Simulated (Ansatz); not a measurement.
# How fast states decay through H3BrF, part 2 of 3

A new crystal, H3BrF: structure, gap and complex bands. It is built by putting Br for part of the F in the H3F2 structure of space group P1, with the volume rescaled by atomic radii. The parent structure comes from the Materials Project.

Ansatz 0.2.0; LDA DFT, plane waves, PAW files (the session's first sound run).

So far, gap on the k-mesh (eV): step 3 (band edges) 5.66.

The structure was built from a prototype and need not be the compound's stable phase.

## Step 4: Complex bands, plane (010), k-mesh 4×6×6

This step: LDA DFT, plane waves, PAW files; complex bands by layer matching along the plane's normal (Ansatz 0.2.0).

The same crystal is laid in a cell whose first two vectors span the (010) plane (indices of the standard conventional cell, whose axes can be ordered otherwise than in the bulk input). At fixed energy and wavevector in the plane the solver finds all kz, real and complex. A few wavevectors are listed, (0, 0) and (0.1042, -0.0625) in units of the plane's reciprocal vectors; the slowest state needn't be among them.

The input, input.yaml:

```yaml
crystal:
  lattice:
    - [7.217306626, 0.0, 0.0]
    - [-0.005611105, 4.650828247, 0.0]
    - [1.233049336, 1.676217829, 4.029812284]
  atoms:
    - { symbol: H, position: [0.2411230935, 0.7548716296, 0.2915605476] }
    - { symbol: H, position: [0.2757078752, 0.7218547887, 0.8603976471] }
    - { symbol: H, position: [0.4108031661, 0.3056500245, 0.5741024719] }
    - { symbol: H, position: [0.4513042266, 0.3367911846, 0.701801393] }
    - { symbol: H, position: [0.7872242027, 0.2344546726, 0.244788008] }
    - { symbol: H, position: [0.8106682914, 0.6466396604, 0.2759666761] }
    - { symbol: Br, position: [0.1233354219, 0.8777374213, 0.5448402998] }
    - { symbol: F, position: [0.3440482457, 0.6543437798, 0.0359205929] }
    - { symbol: Br, position: [0.6803268816, 0.0179822985, 0.1429621795] }
    - { symbol: F, position: [0.8754495952, 0.4496885401, 0.3276531842] }
kpoints:
  mp_grid: { grid: [4, 6, 6] }
scf:
  occupations: { method: fixed }
hamiltonian:
  xc: lda
output:
  eigenvalues: true
  transmission:
    leads: [[0, 0]]
    kpoints: [[0.0, 0.0], [0.1042, -0.0625]]
    e_range: [-1.0, 6.66]
    de: 0.19
```

Started as:

```sh
> ansatz run input.yaml --threads 2 --pin off --max-ram 4096MiB --backend cpu --events-out ev --progress --plain --runs-dir out
```

Numbers of over 12 decimals in the logs are rounded to 6 here.

What it wrote:

```text
[...]
Crystal: 10 atoms, lattice volume = 135.267 Å³
Basis set: ecut = 420 eV, 2657 PW (Γ)
Bands: 27, of which v1, the nominal top of the filled ones, is band 17 counted from 1 (16 counted from 0)
Symmetry: 1 space group operations
[...]
k-points: 76 of 144 (time reversal used)
[...]
SCF iter   1: F=—  HF=-7070.132283 eV  |F-HF|=—  |Δ(HF+E_count)|=         —  Δρ=1.06e-2  dr2=1.17e-1  ethr=1.77e-3  ⟨swp⟩=5.4  Hψ=8631  notcnv=0  defer=605
[...]
SCF iter   8: F=-7070.100005 eV  HF=-7070.100005 eV  |F-HF|=1.96e-9  |Δ(HF+E_count)|=   6.28e-8  Δρ=3.54e-6  dr2=1.52e-8  ethr=2.94e-10  ⟨swp⟩=1.6  Hψ=5216  notcnv=0
SCF 1 converged in 8 iterations: F = -7070.100005 eV  dr2 = 1.52e-8
[...]
transmission: 8 of 16 steps passed
transmission: 16 of 16 steps passed
SCF converged after 8 iterations
Free energy (F): -7070.100005 eV
[...]
Internal energy: -7070.100005 eV  (E = F + TS)
E sigma→0 (E₀):  -7070.100005 eV
Fermi energy:    -1.080085 eV
[...]
--- Band table (eV; the first three rows and the last of 76) ---
  k-point 0: bands = [... 13 lower, -2.1888, -1.7528, -1.5537, -1.0801, 4.5813, 5.7054, 6.9967, 7.1104, ... 6 higher]
  k-point 1: bands = [... 13 lower, -2.2804, -1.7220, -1.5165, -1.1340, 4.7635, 5.8837, 6.7285, 7.0322, ... 6 higher]
  k-point 2: bands = [... 13 lower, -2.3632, -1.7392, -1.4845, -1.2688, 5.1198, 5.8158, 6.7137, 7.0485, ... 6 higher]
  k-point 75: bands = [... 13 lower, -2.1886, -1.9981, -1.6286, -1.2958, 4.9988, 5.6959, 7.0247, 7.1086, ... 6 higher]
--- Transmission ---
  basis      : 295 plane waves across, 8 finite elements along
  points     : 2, as listed
  energies   : 41 from -1.000000 to 6.600000 eV about the Fermi level, 0.190000 eV apart; the leads are filled to 2.830711 eV, and channels, transmission and decay are at 2.800000 eV
  crystal 0  : H6F2Br2, at the sites [0, 0], period 4.0298 Å: whole cells are its period
    offset         : up to 0.0000 Å between an atom of the period and one for which it stands
    channels       : 0.000000e0 a spin
    conductance    : none, the energies end too early or step too widely for 300 K: set another output.transmission.e_range or a lower de, or, where they end at an eighth of basis.ecutwfc, a higher one
    slowest decay  : 0.5987 /Å at (0.0000, 0.0000)
```

Wall time 55 s (2 threads of Arm Neoverse V2, shared host); peak memory 0.8 GiB.

Numbers from this step:

```yaml
level_to_which_the_leads_are_filled: 2.831 eV from the Fermi level
decay_constant_at_the_filling_level_zone_centre: 0.5987 Å⁻¹
decay_constant_at_the_filling_level_slowest_listed_point: 0.5987 Å⁻¹
```

K parallel (0, 0); values up to 1.5 1/Å, a degenerate pair printed once or twice; energies at which all values exceed this have no row. The Im kz of the slowest decaying states by energy, zero at the highest filled level on the SCF mesh:

```tsv
energy (eV)	decay 1 (Å⁻¹)	decay 2 (Å⁻¹)	decay 3 (Å⁻¹)	decay 4 (Å⁻¹)
-1.00	0.189	0.262	0.501	0.626
-0.62	0.144	0.392	0.517	0.613
-0.43	0.216	0.422	0.544	0.766
-0.05	0.443	0.502	0.509	0.833
0.14	0.377	0.558	0.585	0.852
0.52	0.480	0.627	0.689	0.878
0.90	0.530	0.668	0.757	0.904
1.09	0.547	0.682	0.776	0.928
1.47	0.572	0.702	0.798	0.982
1.66	0.581	0.709	0.805	0.981
2.04	0.593	0.715	0.818	0.968
2.42	0.599	0.715	0.830	0.951
2.61	0.599	0.713	0.837	0.942
2.99	0.597	0.703	0.850	0.873
3.18	0.593	0.695	0.837	0.856
3.56	0.583	0.676	0.775	0.862
3.94	0.567	0.650	0.724	0.861
4.13	0.556	0.635	0.701	0.856
4.51	0.528	0.598	0.658	0.830
4.70	0.510	0.577	0.638	0.817
5.08	0.459	0.526	0.605	0.789
5.46	0.266	0.461	0.465	0.593
5.65	0.0608	0.421	0.450	0.596
6.03	0.306	0.390	0.629	0.663
6.22	0.176	0.347	0.626	0.691
6.60	0.189	0.214	0.586	0.652
```

K parallel (0.1042, -0.0625); values up to 1.5 1/Å, a degenerate pair printed once or twice; energies at which all values exceed this have no row. The Im kz of the slowest decaying states by energy, zero at the highest filled level on the SCF mesh:

```tsv
energy (eV)	decay 1 (Å⁻¹)	decay 2 (Å⁻¹)	decay 3 (Å⁻¹)	decay 4 (Å⁻¹)
-1.00	0.173	0.269	0.486	0.535
-0.62	0.185	0.301	0.491	0.510
-0.43	0.148	0.260	0.429	0.522
-0.05	0.490	0.504	0.505	0.570
0.14	0.324	0.467	0.556	0.605
0.52	0.466	0.524	0.622	0.730
0.90	0.524	0.566	0.659	0.753
1.09	0.543	0.581	0.672	0.758
1.47	0.571	0.604	0.688	0.767
1.66	0.581	0.612	0.693	0.771
2.04	0.594	0.624	0.697	0.778
2.42	0.600	0.629	0.694	0.784
2.61	0.601	0.630	0.691	0.787
2.99	0.599	0.628	0.680	0.790
3.18	0.596	0.625	0.673	0.781
3.56	0.586	0.615	0.654	0.760
3.94	0.570	0.600	0.630	0.714
4.13	0.560	0.590	0.615	0.692
4.51	0.534	0.554	0.580	0.659
4.70	0.518	0.525	0.559	0.650
5.08	0.424	0.501	0.509	0.634
5.46	0.262	0.443	0.487	0.619
5.65	0.120	0.401	0.467	0.607
6.03	0.277	0.405	0.564	0.589
6.22	0.108	0.362	0.538	0.577
6.60	0.142	0.228	0.228	0.470
```

At the listed wavevectors the last open channel is at -0.05 eV and the next at +5.84 eV on the grid. At +2.80 eV, the grid energy nearest the filling level (the middle of the gap on the SCF mesh), the slowest state at the listed wavevectors decays with κ = 0.599 Å⁻¹, its amplitude falling by e over 1.7 Å. Through 1 nm of this crystal that state's transmission falls by exp(−2 × 0.599 Å⁻¹ × 10 Å) = 6.3e-6.

## Step 5: Complex bands, plane (100), k-mesh 6×4×6

The same for the (100) plane, at (0, 0) and (0.1042, 0.1042), to see how the decay depends on direction.

The input, input.yaml:

```yaml
crystal:
  lattice:
    - [4.535361499, 0.0, 0.0]
    - [1.962201942, 6.945450199, 0.0]
    - [1.717367505, -0.491014812, 4.294157447]
  atoms:
    - { symbol: H, position: [0.2915605476, 0.2411230935, 0.7548716296] }
    - { symbol: H, position: [0.8603976471, 0.2757078752, 0.7218547887] }
    - { symbol: H, position: [0.5741024719, 0.4108031661, 0.3056500245] }
    - { symbol: H, position: [0.701801393, 0.4513042266, 0.3367911846] }
    - { symbol: H, position: [0.244788008, 0.7872242027, 0.2344546726] }
    - { symbol: H, position: [0.2759666761, 0.8106682914, 0.6466396604] }
    - { symbol: Br, position: [0.5448402998, 0.1233354219, 0.8777374213] }
    - { symbol: F, position: [0.0359205929, 0.3440482457, 0.6543437798] }
    - { symbol: Br, position: [0.1429621795, 0.6803268816, 0.0179822985] }
    - { symbol: F, position: [0.3276531842, 0.8754495952, 0.4496885401] }
kpoints:
  mp_grid: { grid: [6, 4, 6] }
scf:
  occupations: { method: fixed }
hamiltonian:
  xc: lda
output:
  eigenvalues: true
  transmission:
    leads: [[0, 0]]
    kpoints: [[0.0, 0.0], [0.1042, 0.1042]]
    e_range: [-1.0, 6.66]
    de: 0.15
```

What it wrote:

```text
[...]
Crystal: 10 atoms, lattice volume = 135.267 Å³
Basis set: ecut = 420 eV, 2657 PW (Γ)
Bands: 27, of which v1, the nominal top of the filled ones, is band 17 counted from 1 (16 counted from 0)
Symmetry: 1 space group operations
[...]
k-points: 76 of 144 (time reversal used)
[...]
SCF iter   1: F=—  HF=-7070.132327 eV  |F-HF|=—  |Δ(HF+E_count)|=         —  Δρ=1.06e-2  dr2=1.17e-1  ethr=1.77e-3  ⟨swp⟩=5.3  Hψ=8631  notcnv=0  defer=604
[...]
SCF iter   7: F=-7070.100005 eV  HF=-7070.100005 eV  |F-HF|=1.48e-8  |Δ(HF+E_count)|=   2.22e-7  Δρ=6.11e-6  dr2=3.93e-8  ethr=2.94e-10  ⟨swp⟩=10.3  Hψ=10387  notcnv=0
SCF 1 converged in 7 iterations: F = -7070.100005 eV  dr2 = 3.93e-8
[...]
transmission: 8 of 16 steps passed
transmission: 16 of 16 steps passed
SCF converged after 7 iterations
Free energy (F): -7070.100005 eV
[...]
Internal energy: -7070.100005 eV  (E = F + TS)
E sigma→0 (E₀):  -7070.100005 eV
Fermi energy:    -1.080087 eV
[...]
--- Band table (eV; the first three rows and the last of 76) ---
  k-point 0: bands = [... 13 lower, -2.1888, -1.7528, -1.5537, -1.0801, 4.5813, 5.7054, 6.9967, 7.1104, ... 6 higher]
  k-point 1: bands = [... 13 lower, -2.1880, -1.7328, -1.5488, -1.0986, 4.7396, 5.8853, 6.8708, 7.1123, ... 6 higher]
  k-point 2: bands = [... 13 lower, -2.1953, -1.7606, -1.5352, -1.1728, 4.9892, 5.9262, 6.8269, 7.2894, ... 6 higher]
  k-point 75: bands = [... 13 lower, -2.1886, -1.9981, -1.6286, -1.2958, 4.9988, 5.6960, 7.0246, 7.1086, ... 6 higher]
--- Transmission ---
  basis      : 277 plane waves across, 8 finite elements along
  points     : 2, as listed
[...]
crystal 0  : F2H6Br2, at the sites [0, 0], period 4.2942 Å: whole cells are its period
[...]
channels       : 0.000000e0 a spin
[...]
slowest decay  : 0.5839 /Å at (0.0000, 0.0000)
```

It took 60 s on 2 threads; peak memory 0.79 GiB; 99 s of CPU time.

This step gave:

| Quantity | Value |
| --- | --- |
| decay constant at the filling level, zone centre | 0.5839 Å⁻¹ |
| decay constant at the filling level, slowest listed point | 0.5839 Å⁻¹ |

K parallel (0, 0); values up to 1.5 1/Å, a degenerate pair printed once or twice; energies at which all values exceed this have no row. The Im kz of the slowest decaying states by energy, zero at the highest filled level on the SCF mesh:

```tsv
energy (eV)	decay 1 (Å⁻¹)	decay 2 (Å⁻¹)	decay 3 (Å⁻¹)	decay 4 (Å⁻¹)
-1.00	0.296	0.342	0.673	0.730
-0.70	0.166	0.520	0.562	0.639
-0.40	0.211	0.330	0.412	0.664
-0.10	0.390	0.469	0.717	1.05
0.05	0.295	0.522	0.736	1.07
0.20	0.399	0.568	0.752	1.08
0.50	0.475	0.639	0.777	1.10
0.80	0.515	0.689	0.794	1.10
1.10	0.541	0.725	0.767	0.843
1.40	0.558	0.752	0.755	0.869
1.70	0.571	0.745	0.774	0.883
2.00	0.579	0.736	0.791	0.890
2.30	0.584	0.725	0.806	0.892
2.60	0.585	0.713	0.819	0.888
3.05	0.582	0.691	0.837	0.875
3.35	0.577	0.674	0.854	0.862
3.65	0.568	0.654	0.845	0.888
3.95	0.557	0.632	0.794	0.825
4.25	0.541	0.607	0.734	0.802
4.55	0.521	0.578	0.688	0.775
4.85	0.493	0.545	0.649	0.744
5.15	0.410	0.492	0.506	0.618
5.45	0.258	0.458	0.498	0.603
5.75	0.394	0.459	0.598	0.615
6.05	0.273	0.401	0.551	0.590
6.35	0.279	0.320	0.456	0.573
6.65	0.187	0.282	0.350	0.546
```

K parallel (0.1042, 0.1042); values up to 1.5 1/Å, a degenerate pair printed once or twice; energies at which all values exceed this have no row. The Im kz of the slowest decaying states by energy, zero at the highest filled level on the SCF mesh:

```tsv
energy (eV)	decay 1 (Å⁻¹)	decay 2 (Å⁻¹)	decay 3 (Å⁻¹)	decay 4 (Å⁻¹)
-1.000	0.145	0.253	0.595	0.671
-0.550	0.168	0.279	0.408	0.489
0.050	0.251	0.364	0.502	0.615
0.500	0.479	0.503	0.622	0.709
0.950	0.539	0.553	0.692	0.768
1.550	0.579	0.587	0.746	0.754
2.000	0.595	0.601	0.739	0.772
2.450	0.602	0.607	0.721	0.790
3.050	0.600	0.606	0.691	0.803
3.500	0.590	0.599	0.663	0.780
3.950	0.571	0.589	0.630	0.731
4.550	0.521	0.573	0.576	0.660
5.000	0.423	0.519	0.595	0.599
5.450	0.267	0.447	0.531	0.612
6.050	0.278	0.424	0.598	0.604
6.500	0.144	0.279	0.300	0.502
```

At the listed wavevectors the last open channel is at -0.10 eV and the next at +5.75 eV on the grid. At +2.90 eV, the grid energy nearest the filling level (the middle of the gap on the SCF mesh), the slowest state at the listed wavevectors decays with κ = 0.584 Å⁻¹, its amplitude falling by e over 1.7 Å; the first such run, plane (010), gave 0.599 Å⁻¹.

## Step 6: Band edges at another level, cutoff 500 eV

This step: r2SCAN DFT, plane waves, PAW files (Ansatz 0.2.0).

The edges again with r2SCAN, at the same atoms. Against that run the cutoff is 500 eV against 420.

The input, input.yaml:

```yaml
crystal:
  lattice:
    - [4.6129974305, 0.3509010802, -0.4768207314]
    - [1.3865428705, 4.3108861654, 0.2515218881]
    - [0.6082517031, 1.4578514093, 7.0423159589]
  atoms:
    - { symbol: H, position: [0.7548716296, 0.2915605476, 0.2411230935] }
    - { symbol: H, position: [0.7218547887, 0.8603976471, 0.2757078752] }
    - { symbol: H, position: [0.3056500245, 0.5741024719, 0.4108031661] }
    - { symbol: H, position: [0.3367911846, 0.701801393, 0.4513042266] }
    - { symbol: H, position: [0.2344546726, 0.244788008, 0.7872242027] }
    - { symbol: H, position: [0.6466396604, 0.2759666761, 0.8106682914] }
    - { symbol: Br, position: [0.8777374213, 0.5448402998, 0.1233354219] }
    - { symbol: F, position: [0.6543437798, 1.0359205929, 0.3440482457] }
    - { symbol: Br, position: [1.0179822985, 0.1429621795, 0.6803268816] }
    - { symbol: F, position: [0.4496885401, 0.3276531842, 0.8754495952] }
kpoints:
  mp_grid: { grid: [6, 6, 4] }
  band_path: { path: [VBM, CBM], npoints: 30 }
scf:
  occupations: { method: fixed }
hamiltonian:
  xc: r2scan
output:
  eigenvalues: true
```

What it wrote:

```text
[...]
Crystal: 10 atoms, lattice volume = 135.267 Å³
Basis set: ecut = 500 eV, 3453 PW (Γ), exchange–correlation on 144×144×216 points (64 copies of the dense FFT grid, shifted against one another)
Bands: 27, of which v1, the nominal top of the filled ones, is band 17 counted from 1 (16 counted from 0)
Symmetry: 1 space group operations
[...]
k-points: 76 of 144 (time reversal used)
[...]
SCF iter   1: F=—  HF=-7302.122322 eV  |F-HF|=—  |Δ(HF+E_count)|=         —  Δρ=4.90e-3  dr2=2.85e-2  dr2_τ=1.45e-1  ethr=1.77e-3  ⟨swp⟩=5.0  Hψ=8651  notcnv=0  defer=606
[...]
SCF iter   7: F=-7302.067151 eV  HF=-7302.067151 eV  |F-HF|=9.86e-9  |Δ(HF+E_count)|=   3.76e-7  Δρ=4.19e-6  dr2=2.51e-8  dr2_τ=1.14e-9  ethr=2.94e-10  ⟨swp⟩=10.2  Hψ=10716  notcnv=0
SCF 1 converged in 7 iterations: F = -7302.067151 eV  dr2 = 2.51e-8
[...]
SCF converged after 7 iterations
Free energy (F): -7302.067151 eV
[...]
Internal energy: -7302.067151 eV  (E = F + TS)
E sigma→0 (E₀):  -7302.067151 eV
Fermi energy:    -1.275358 eV
[...]
--- Band table (eV; the first three rows and the last of 76) ---
  k-point 0: bands = [... 13 lower, -2.3762, -1.9303, -1.7476, -1.2754, 5.3228, 6.3544, 7.4930, 7.6686, ... 6 higher]
  k-point 1: bands = [... 13 lower, -2.3950, -1.9181, -1.7004, -1.3958, 5.3805, 6.3098, 7.4724, 7.6757, ... 6 higher]
  k-point 2: bands = [... 13 lower, -2.4147, -1.8849, -1.6235, -1.5669, 5.4421, 6.2610, 7.4542, 7.6792, ... 6 higher]
  k-point 75: bands = [... 13 lower, -2.3439, -2.1616, -1.8212, -1.4879, 5.5008, 6.1649, 7.7449, 7.8630, ... 6 higher]
```

Run time: 78 s. Hardware: 2 threads; peak memory 0.72 GiB.

This step gave:

```yaml
free_energy: -7302.0672 eV
fermi_energy: -1.275 eV
gap_on_the_k_mesh: 6.379 eV
gap_on_path: 6.379 eV, by band count; negative where bands overlap
direct_gap_on_path: 6.673 eV
edge_places_on_path: 0, 0.8320 1/A along the path
```

Electronic bands along the path, in eV, zero at the Fermi level (highest filled level under fixed occupations); v1 is the highest filled band, c1 the lowest empty one:

```tsv
point	v4	v3	v2	v1	c1	c2
VBM	-1.17	-0.61	-0.47	0.00	6.67	7.69
halfway	-1.14	-0.69	-0.49	-0.15	7.32	7.48
CBM	-1.07	-0.78	-0.55	-0.32	6.38	7.59
```

The searched edges give 6.38 eV, as on the mesh.

For the gap on the k-mesh, step 3 gave 5.66 eV; this run, with r2SCAN and cutoff 500 eV, gives 6.38 eV.

(Part 2 of 3 ends here.)

[Logs are printed without paths, hosts, clocks, repeated set-up lines and the standing remarks that a program may print on its own settings, such as how far it seeks lower states.]

[Hosts, paths, dates, database ids (printed as entryN), source tags and the programs' standing remarks are cut or masked in the printed files.]

[New means built here by substitution; the compound itself may be known and measured.]
